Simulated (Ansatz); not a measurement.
# ScAlB4 (built on the sites of a database entry of ScB2): following an unstable mode, part 3 of 3

Aim: this structure of ScAlB4 (built on the sites of a database entry of ScB2) is to be tested for unstable modes, and one is followed downhill.

Ansatz 0.2.0; DFT LDA, scalar-relativistic, plane waves, PAW.

So far. Step 4 (The mode frozen in, largest atomic shift 0.14 Å): The run ends at a pressure of 1.21 GPa, with forces up to 0.15 eV/Å. Step 5 (Energy along the mode, all amplitudes (two of the runs …): The lowest of the steps tried is at 0.14 Å, 2.43 meV/atom below the parent; the bottom of the well need not coincide with a step.

The structure was built from a prototype and need not be the compound's stable phase.

**6. Relaxation from the frozen mode (continued)**

The steps of the relaxation:

```csv
step,energy less that of the first step (eV),largest force component (eV/Å),pressure (GPa),volume (Å³)
1,0.0000,0.1035,1.21,107.41
2,-0.0031,0.0845,0.43,107.84
3,-0.0057,0.0546,-0.13,108.05
4,-0.0119,0.0492,-0.32,108.22
5,-0.4757,0.7460,2.41,109.07
6,-0.7658,1.8935,9.46,111.05
7,-1.3536,1.7224,2.37,117.46
8,-1.4727,0.3967,0.96,119.66
9,-1.2419,1.0067,-5.10,117.40
10,-1.5944,0.1160,1.67,117.17
11,-1.6124,0.0880,0.98,117.03
12,-1.6240,0.0559,-0.15,116.76
13,-1.6249,0.0432,0.14,116.49
14,-1.6250,0.0307,-0.12,116.70
15,-1.6252,0.0013,0.01,116.62
16*,-1.6475,0.0034,0.23,116.62
17,-1.6476,0.0037,0.02,116.76
18,-1.6375,0.2330,0.46,116.76
19,-1.6476,0.0013,0.00,116.79
20*,-1.6478,0.0013,0.00,116.79
```

Relaxation steps marked * repeat the geometry before them on a plane-wave basis chosen anew for their cell, so energy and pressure can jump there. Relaxation steps 9, 18 were tried and not accepted.

The run keeps the 8 symmetry operations that it works with, so distortions that break them were not tested.

```csv
"conventional cell, symmetrised",before,after,change
a (Å),4.235,4.445,+5.0 %
b (Å),4.235,4.445,+5.0 %
c (Å),5.989,5.912,-1.3 %
volume (Å³/atom),8.95,9.73,+8.7 %
```

The atoms that moved most (Å, as changes of fractional coordinates times the final cell):

```csv
atom,dx,dy,dz,length
B10,-0.095,-0.281,0.281,0.409
B8,0.095,0.281,0.281,0.409
B12,-0.095,0.281,-0.281,0.409
B6,0.095,-0.281,-0.281,0.409
B11,-0.346,-0.072,0.072,0.361
B9,-0.346,0.072,-0.072,0.361
B7,0.346,-0.072,-0.072,0.361
B5,0.346,0.072,0.072,0.361
```

The relaxed structure:

```
Sc Al B
1.0
     0.00000   -3.14292   -3.14292
     0.00000    3.14292   -3.14292
     5.91157    0.00000    0.00000
Sc Al B
2 2 8
Cartesian
  4.6265 1.5715 -1.5715
  1.2851 -1.5715 -1.5715
  2.9558 0.0000 -3.1429
  0.0000 0.0000 0.0000
  1.3299 0.9973 -2.1456
  3.7644 -2.5445 -2.5445
  1.3299 -0.9973 -4.1402
  3.7644 -0.5985 -0.5985
  4.5817 0.9973 -4.1402
  2.1471 0.5985 -0.5985
  4.5817 -0.9973 -2.1456
  2.1471 2.5445 -2.5445
```

This step gave:

```
pressure        : -0.002499 GPa
volume per atom : 9.732 Å³
```

Valence density in the ac plane at fractional y = 0.000, with atoms of Sc and Al and B within 0.2 Å of it. It is the smooth field of the valence electrons, not physical close to the nuclei.

Ten steps, logarithmic in the rise over the least value, from '0' (0.1 e/Å³) to '9' (7.2 e/Å³), each cell a mean:
```
00222222222210
12222333322222
33223344432223
33334455544333
44444555554444
55445544455445
55344433344345
44444322234444
44433211123444
44332111122344
54322223222344
54322466532345
44324799863334
43325899973233
33224899973233
22223678753222
01222345432221
00222222222210
```
Columns run along a (4.4 Å), rows up along c (5.9 Å). Atoms in or near the plane, at fractional coordinates: Sc at (0.50, 0.22), Al at (0.00, 0.00), B at (0.81, 0.64), B at (0.19, 0.64).

Electrostatic potential energy in the ac plane at fractional y = 0.000, with atoms of Sc and Al and B within 0.2 Å of it. With pseudopotentials it is smooth inside the atoms' cores, unlike the true potential.

Values in eV, 18 rows by 14 columns, each cell a mean:
```
  4  -3  -6   5  11  12  12  12  12  12   9   0  -6   0
 -6  -6  -1   8  11  11  10  10  11  12  11   5  -3  -6
  0   2   6  10  11   9   7   6   8  10  11   9   5   1
  8   7   6   6   8   7   3   1   4   8   8   6   6   8
  7  -1 -15 -14  -1   5   3   2   4   4  -6 -17 -10   3
  1 -21 -45 -44 -20   3   6   6   6  -3 -30 -48 -38 -10
 -2 -28 -51 -50 -26   3  10  11   9  -6 -38 -53 -45 -16
  3 -12 -32 -31 -10   7  11  12  10   2 -19 -35 -25  -4
  7   4  -1   0   6  10  12  12  11   9   3  -2   1   5
  6   7   8  10  10  10  10  10  10  11  10   9   8   6
  3   5   9  11  10   7   4   3   5   8  10  10   8   4
  2   5   9  10   6  -1 -10 -13  -7   2   8  10   7   4
  6   8  10   8   0 -17 -39 -44 -31  -9   4  10   9   7
  9   9  10   7  -4 -28 -52 -53 -46 -17   1   9  10   9
  5   7   8   6  -4 -26 -50 -53 -43 -15   1   8   8   6
 -6  -4   2   6   2  -9 -24 -29 -19  -4   4   5  -1  -6
 -1  -5  -5   4   6   3  -3  -5  -1   5   6   1  -7  -3
  8   0  -7   3   9  10   8   8   9  10   8  -2  -6   4
```
Columns run along a (4.4 Å; values clipped at the 3rd and 97th percentile), rows up along c (5.9 Å). Atoms in or near the plane, at fractional coordinates: Sc at (0.50, 0.22), Al at (0.00, 0.00), B at (0.81, 0.64), B at (0.19, 0.64).

ELF in the ac plane at fractional y = 0.000, with atoms of Sc and Al and B within 0.2 Å of it. It is the smooth field of the valence electrons, not physical close to the nuclei.

Ten even steps from '_' (0.01) to '@' (0.86), each cell a mean:
```
____::==----==++==--====..__
::::------++##%%**==----::::
**++==--==**%%@@%%++----==**
%%##++==**%%@@@@%%##++==**%%
@@%%====##%%%%%%%%%%**--**@@
@@**....**%%##**##%%==__--%%
%%++____==##++==****::__..##
##++::::++++--::==++==::--**
++********==::..--++********
********==::..__..--++******
%%%%##==::..........--**##%%
@@@@##--..--****++::..++%%@@
@@@@##::::####**%%++..==%%@@
@@%%++..--%%==..****::--**%%
%%##++..--##++--##**::--**##
====++--::++##%%##==::==++==
__..==++::::----::::--++--__
..__--**==........::==++..__
```
Columns run along a (4.4 Å), rows up along c (5.9 Å). Atoms in or near the plane, at fractional coordinates: Sc at (0.50, 0.22), Al at (0.00, 0.00), B at (0.81, 0.64), B at (0.19, 0.64).

The distorted start has space group P-4m2; the relaxation ends in P-4m2.

**7. The phases reached**

The phases reached along the modes that were followed are set side by side.

Energies are those of the first relaxation, on the mesh of the frozen mode; space group, volume and gap are those of the last relaxation. Phases, by row:

```csv
mode frozen in,space group,energy from parent (meV/atom),volume (Å³/atom),gap on mesh (eV),lowest zone-centre optical mode (cm⁻¹),largest shift (Å)
parent,F-43m,0,8.951,0,–,–
"q = (0, -0.5, -0.5), 185i cm⁻¹",Pmn2_1,-387.4,9.44,0,–,0.901
"q = (0, -0.5, -0.5), 185i cm⁻¹",C222_1,-396.7,11.47,0,–,1.054
"q = (0, -0.5, -0.5), 185i cm⁻¹",Pmc2_1,-626.7,9.42,0,–,1.779
"q = (0, -0.5, -0.5), 127i cm⁻¹",P-4m2,-140.1,9.73,0,–,0.5
```

**8. Summary of results**

```
unstable mode of the parent                                                      : q = (0, -0.5, -0.5), 127i cm⁻¹
depth at the lowest point sampled                                                : 2.43 meV/atom
largest atomic shift at that point                                               : 0.14 Å
space group reached (within 0.01 Å)                                              : P-4m2
energy gained over the parent (first relaxation, on the mesh of the frozen mode) : 140 meV/atom
volume per atom, phase reached                                                   : 9.73 Å³
```

What this shows: Along this mode the structure falls into P-4m2, 140 meV/atom below the parent. At the parent's cell the well is 2.431 meV/atom deep on the steps tried, with its lowest point at a shift of 0.14 Å. Relaxing atoms and cell changes the gain by +137.69 meV/atom against the lowest step (energies at zero smearing). Most of the total comes from this relaxation. The modes of the phase reached were not computed on this path. Of the 4 patterns followed to their end from this parent, this one ends 487 meV/atom above the lowest, Pmc2_1. Each path keeps the symmetry of its pattern, so a lower phase may lie along a pattern not tried. With no gap, or one that is small against the smearing, the frequencies hang on the k mesh and the smearing, most of all near Kohn anomalies. The starting cell was built on a prototype and not taken from a measurement, so the phase need not exist.

[Logs are printed without paths, hosts, clocks, repeated set-up lines and the standing remarks that a program may print on its own settings, such as how far it seeks lower states.]

[Hosts, paths, dates, database ids (printed as entryN), source tags and the programs' standing remarks are cut or masked in the printed files.]
